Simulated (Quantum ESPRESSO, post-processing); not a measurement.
# Ba(100), 5 layers: parallel layout and speed, part 3 of 3

Which layout of ranks, pools and threads suits Ba(100), 5 layers? The physics should not care; the clock does.

Quantum ESPRESSO 7.5; plane-wave DFT, PBE, PseudoDojo norm-conserving pseudopotentials.

So far. Step 6 (Self-consistent run: 2 ranks, 1 pool, 2 threads a rank): Counted from each run's own zero (the Fermi level), the vacuum level differs from the first run's by +1 meV. Step 7 (Self-consistent run: 1 rank, 1 pool, 4 threads a rank): Counted from each run's own zero (the Fermi level), the vacuum level differs from the first run's by +0 meV.

### Step 8. Self-consistent run: 2 ranks, 2 pools, 1 thread a rank

Input file c6.in:

```
&control
  prefix = 'c6'
  outdir = './out'
  pseudo_dir = './pseudo'
  calculation = 'scf'
  tprnfor = .true.
/
&system
  ibrav = 0
  nat = 5
  ntyp = 1
  ecutwfc = 36
  ecutrho = 144
  occupations = 'smearing'
  smearing = 'mv'
  degauss = 0.02
  assume_isolated = 'esm'
  esm_bc = 'bc1'
/
&electrons
  conv_thr = 1e-07
  mixing_beta = 0.4
  electron_maxstep = 120
  mixing_mode = 'local-TF'
/
ATOMIC_SPECIES
  Ba  137.3270  Ba.dojo-sr-pbe-0.4.1-standard.upf
CELL_PARAMETERS angstrom
  5.02000000000000 0.00000000000000 0.00000000000000
  0.00000000000000 5.02000000000000 0.00000000000000
  0.00000000000000 0.00000000000000 26.04000000000000
ATOMIC_POSITIONS crystal
  Ba  0.000000000000 0.000000000000 -0.192780337942
  Ba  0.500000000000 0.500000000000 -0.096390168971
  Ba  0.000000000000 0.000000000000 0.000000000000
  Ba  0.500000000000 0.500000000000 0.096390168971
  Ba  0.000000000000 0.000000000000 0.192780337942
K_POINTS automatic
  6 6 1 0 0 0
```

Run with:

```
$ OMP_NUM_THREADS=1 mpirun -n 2 pw.x -nk 2 -in c6.in > c6.out
```

The log of the run:

```text
[banner, memory and clock lines left out]
Program PWSCF v.7.5 starts
[...]
Message from routine setup:
[...]
number of electrons       =        50.00
     number of Kohn-Sham states=           30
     kinetic-energy cutoff     =      36.0000  Ry
     charge density cutoff     =     144.0000  Ry
[...]
number of k points=    10  Marzari-Vanderbilt smearing, width (Ry)=  0.0200
[...]
Dense  grid:   129267 G-vectors     FFT dimensions: (  40,  40, 192)
[...]
negative rho (up, down):  1.285E-04 0.000E+00
     Starting wfcs are   25 randomized atomic wfcs +    5 random wfcs
[...]
estimated scf accuracy    <       0.71188251 Ry
[...]
negative rho (up, down):  2.298E-06 0.000E+00
[...]
estimated scf accuracy    <       0.50822775 Ry
[...]
estimated scf accuracy    <       0.05251060 Ry
[...]
estimated scf accuracy    <       0.24450627 Ry
[...]
estimated scf accuracy    <       0.01757578 Ry
[...]
negative rho (up, down):  2.790E-04 0.000E+00
[...]
estimated scf accuracy    <       0.01622492 Ry
[...]
estimated scf accuracy    <       0.25659226 Ry
[...]
negative rho (up, down):  6.998E-03 0.000E+00
[...]
estimated scf accuracy    <       0.18820331 Ry
[...]
negative rho (up, down):  2.055E-02 0.000E+00
[...]
estimated scf accuracy    <       0.35925485 Ry
[...]
negative rho (up, down):  1.375E-02 0.000E+00
[...]
estimated scf accuracy    <       1.54265544 Ry
[...]
negative rho (up, down):  1.037E-02 0.000E+00
[...]
estimated scf accuracy    <       1.32293219 Ry
[...]
negative rho (up, down):  4.708E-04 0.000E+00
[...]
estimated scf accuracy    <       1.38094994 Ry
[...]
negative rho (up, down):  3.327E-06 0.000E+00
[...]
estimated scf accuracy    <       0.00005719 Ry
[...]
estimated scf accuracy    <       0.00000315 Ry
[...]
estimated scf accuracy    <       0.00000016 Ry
[...]
estimated scf accuracy    <       0.00000152 Ry
[...]
negative rho (up, down):  2.495E-08 0.000E+00
[...]
estimated scf accuracy    <       0.00000056 Ry
[...]
estimated scf accuracy    <       0.00000380 Ry
[...]
estimated scf accuracy    <       0.00000346 Ry
[...]
estimated scf accuracy    <       0.00000020 Ry
[...]
estimated scf accuracy    <       0.00000012 Ry
[...]
the Fermi energy is    -2.3601 ev
!    total energy              =    -280.82145654 Ry
     estimated scf accuracy    <       0.00000010 Ry
     smearing contrib. (-TS)   =      -0.00060614 Ry
     internal energy E=F+TS    =    -280.82085040 Ry
[...]
one-electron contribution =    2664.29670323 Ry
     hartree contribution      =   -1337.58720053 Ry
     xc contribution           =     -66.06614280 Ry
     ewald contribution        =   -1541.46421031 Ry
     convergence has been achieved in  48 iterations
[...]
Total force =     0.007383     Total SCF correction =     0.001014
[...]
```

Wall time 2.9 min (2 MPI ranks of Intel Xeon 6975P-C (Granite Rapids), shared host); peak memory 0.44 GiB; 5.8 min of CPU time.

The program's own clock; routines nest. Time by routine:

| routine | wall time (s) | calls |
| --- | --- | --- |
| PWSCF | 172.3 | 1 |
| electrons | 169.6 | 1 |
| c_bands | 130.4 | 49 |
| cegterg | 111.8 | 246 |
| h_psi | 87.55 | 2606 |
| vloc_psi | 68.87 | 2606 |
| fftw | 63.54 | 56102 |
| mix_rho | 21.95 | 49 |
| sum_band | 13.16 | 49 |
| calbec | 9.83 | 2626 |
| h_psi:calbec | 9.67 | 2606 |
| add_vuspsi | 8.38 | 2606 |
| ffts | 7.78 | 4568 |
| v_of_rho | 3.39 | 49 |

Counted from each run's own zero (the Fermi level), the vacuum level differs from the first run's by +0 meV.

### Step 9. Ground state: 1 rank, 1 pool, 1 thread a rank

c7.in, as its differences from the input of step 8:

```diff
@@ -1,3 +1,3 @@
 &control
-  prefix = 'c6'
+  prefix = 'c7'
   outdir = './out'
```

Run with:

```
$ OMP_NUM_THREADS=1 pw.x -nk 1 -in c7.in > c7.out
```

The log of the run:

```text
[banner, memory and clock lines left out]
Program PWSCF v.7.5 starts
[...]
Message from routine setup:
[...]
number of electrons       =        50.00
     number of Kohn-Sham states=           30
     kinetic-energy cutoff     =      36.0000  Ry
     charge density cutoff     =     144.0000  Ry
[...]
number of k points=    10  Marzari-Vanderbilt smearing, width (Ry)=  0.0200
[...]
Dense  grid:   129267 G-vectors     FFT dimensions: (  40,  40, 192)
[...]
negative rho (up, down):  1.285E-04 0.000E+00
     Starting wfcs are   25 randomized atomic wfcs +    5 random wfcs
[...]
estimated scf accuracy    <       0.69878818 Ry
[...]
negative rho (up, down):  2.885E-06 0.000E+00
[...]
estimated scf accuracy    <       0.50771041 Ry
[...]
estimated scf accuracy    <       0.04581176 Ry
[...]
estimated scf accuracy    <       0.20591118 Ry
[...]
estimated scf accuracy    <       0.02583059 Ry
[...]
estimated scf accuracy    <       0.02579207 Ry
[...]
negative rho (up, down):  1.895E-06 0.000E+00
[...]
estimated scf accuracy    <       0.02430331 Ry
[...]
negative rho (up, down):  2.865E-06 0.000E+00
[...]
estimated scf accuracy    <       0.20974998 Ry
[...]
negative rho (up, down):  4.805E-07 0.000E+00
[...]
estimated scf accuracy    <       0.26572154 Ry
[...]
negative rho (up, down):  4.096E-06 0.000E+00
[...]
estimated scf accuracy    <       0.18012628 Ry
[...]
negative rho (up, down):  4.879E-04 0.000E+00
[...]
estimated scf accuracy    <       0.17779155 Ry
[...]
negative rho (up, down):  2.613E-04 0.000E+00
[...]
estimated scf accuracy    <       0.04726579 Ry
[...]
negative rho (up, down):  1.569E-08 0.000E+00
[...]
estimated scf accuracy    <       0.02183270 Ry
[...]
negative rho (up, down):  1.490E-02 0.000E+00
[...]
estimated scf accuracy    <       0.02287268 Ry
[...]
negative rho (up, down):  1.728E-02 0.000E+00
[...]
estimated scf accuracy    <       0.00837807 Ry
[...]
negative rho (up, down):  3.429E-03 0.000E+00
[...]
estimated scf accuracy    <       0.01518670 Ry
[...]
negative rho (up, down):  1.348E-03 0.000E+00
[...]
estimated scf accuracy    <       0.00322344 Ry
[...]
negative rho (up, down):  5.885E-04 0.000E+00
[...]
estimated scf accuracy    <       0.00467199 Ry
[...]
estimated scf accuracy    <       0.00135324 Ry
[...]
negative rho (up, down):  1.110E-04 0.000E+00
[...]
estimated scf accuracy    <       0.00123583 Ry
[...]
negative rho (up, down):  1.158E-03 0.000E+00
[...]
estimated scf accuracy    <       0.00019617 Ry
[...]
negative rho (up, down):  3.160E-04 0.000E+00
[...]
estimated scf accuracy    <       0.00056359 Ry
[...]
negative rho (up, down):  1.427E-04 0.000E+00
[...]
estimated scf accuracy    <       0.00010443 Ry
[...]
negative rho (up, down):  5.540E-05 0.000E+00
[...]
estimated scf accuracy    <       0.00002891 Ry
[...]
negative rho (up, down):  1.816E-04 0.000E+00
[...]
estimated scf accuracy    <       0.00000930 Ry
[...]
negative rho (up, down):  1.488E-04 0.000E+00
[...]
estimated scf accuracy    <       0.00002817 Ry
[...]
negative rho (up, down):  3.295E-06 0.000E+00
[...]
estimated scf accuracy    <       0.00000234 Ry
[...]
estimated scf accuracy    <       0.00001558 Ry
[...]
estimated scf accuracy    <       0.00000387 Ry
[...]
estimated scf accuracy    <       0.00000322 Ry
[...]
estimated scf accuracy    <       0.00000014 Ry
[...]
estimated scf accuracy    <       0.00000036 Ry
[...]
negative rho (up, down):  4.700E-06 0.000E+00
[...]
estimated scf accuracy    <       0.00000025 Ry
[...]
negative rho (up, down):  4.668E-06 0.000E+00
[...]
estimated scf accuracy    <       0.00000072 Ry
[...]
negative rho (up, down):  8.786E-08 0.000E+00
[...]
estimated scf accuracy    <       0.00000083 Ry
[...]
the Fermi energy is    -2.3605 ev
!    total energy              =    -280.82145628 Ry
     estimated scf accuracy    <       0.00000009 Ry
     smearing contrib. (-TS)   =      -0.00060337 Ry
     internal energy E=F+TS    =    -280.82085291 Ry
[...]
one-electron contribution =    2664.29408586 Ry
     hartree contribution      =   -1337.58465934 Ry
     xc contribution           =     -66.06606912 Ry
     ewald contribution        =   -1541.46421031 Ry
     convergence has been achieved in  36 iterations
[...]
Total force =     0.007567     Total SCF correction =     0.000671
[...]
```

Elapsed: 3.3 min, on 1 MPI rank; peak memory 0.3 GiB.

Read from the output:

```
Fermi energy : -2.361 eV
```

The program's own clock; routines nest. Time by routine:

```csv
routine,wall time (s),calls
PWSCF,197.5,1
electrons,194,1
c_bands,157.2,37
cegterg,147.6,370
h_psi,115.3,3741
vloc_psi,89.87,3741
fftw,82.69,78940
sum_band,17.76,37
mix_rho,16.56,37
calbec,13.47,3781
h_psi:calbec,13.15,3741
add_vuspsi,11.45,3741
ffts,6.03,3436
init_us_2,3.53,760
```

Counted from each run's own zero (the Fermi level), the vacuum level differs from the first run's by +1 meV.

### Step 10. The series side by side

All levels:

```
                             level  vacuum level over the Fermi level (eV)  its change from the first (meV)  energy from the first (meV an atom)  SCF iterations  wall time (s)  peak memory (GiB)  CPU time (s)
 4 ranks, 4 pools, 1 thread a rank                                    2.36                                0                                    0              42          100.7               0.74         401.7
 4 ranks, 2 pools, 1 thread a rank                                   2.362                              1.8                              8.16e-4              27          54.27               0.53         216.1
  4 ranks, 1 pool, 1 thread a rank                                   2.361                              0.9                            -0.001088              38          51.95               0.45         206.8
2 ranks, 2 pools, 2 threads a rank                                   2.361                            1.196                              7.35e-4              45          219.2               0.44         537.7
 2 ranks, 1 pool, 2 threads a rank                                   2.361                              1.3                              4.35e-4              34          72.89               0.36         207.9
  1 rank, 1 pool, 4 threads a rank                                    2.36                              0.3                             0.001007              33          288.5               0.29         570.3
 2 ranks, 2 pools, 1 thread a rank                                    2.36                              0.3                              2.45e-4              48            173               0.44         345.6
   1 rank, 1 pool, 1 thread a rank                                    2.36                              0.7                              9.52e-4              36          198.1                0.3           198
```

### Step 11. By hand

Efficiency = (t₁ n₁)/(t₂ n₂) an iteration = (198.1/36 × 1) / (52.0/38 × 4) = 1.01.

### Step 12. Results

* fastest: 4 ranks, 1 pool, 1 thread a rank: 52 s, 38 iterations
* slowest that converged: 1 rank, 1 pool, 4 threads a rank: 4.8 min, 33 iterations
* largest change of the vacuum level: 2 meV

What this shows: The fastest choice is 4 ranks, 1 pool, 1 thread a rank: 52 s, 38 iterations. From 1 to 4 cores the time an iteration falls from 5.5 to 1.4 s, a parallel efficiency of 101 % by this measure and of 95 % in wall time; iterations differ in number and cost. On all 4 cores the layouts span 1.4 s (4 ranks, 1 pool, 1 thread a rank) to 8.7 s an iteration (1 rank, 1 pool, 4 threads a rank), and 0.29 to 0.74 GiB. Some layouts with several threads a rank ran hardly faster than one core, or slower; the cause (binding, or neighbours on the host) was not examined. The vacuum level agrees within 2 meV over all layouts, so the choice is one of cost and memory. Iteration counts run from 27 to 48 with the layout alone. The times come from a shared host and are rough. Peak memory is sampled during the run and can miss the peak. The geometry is as built, not relaxed.

[Logs are printed without paths, hosts, clocks, repeated set-up lines and the standing remarks that a program may print on its own settings, such as how far it seeks lower states.]

[Hosts, paths, dates, database ids (printed as entryN), source tags and the programs' standing remarks are cut or masked in the printed files.]

[Maps of the electrostatic potential energy from Ansatz leave out the sawtooth potential of an applied field or a dipole correction, so their vacuum need not be flat; planar profiles and work functions include it.]
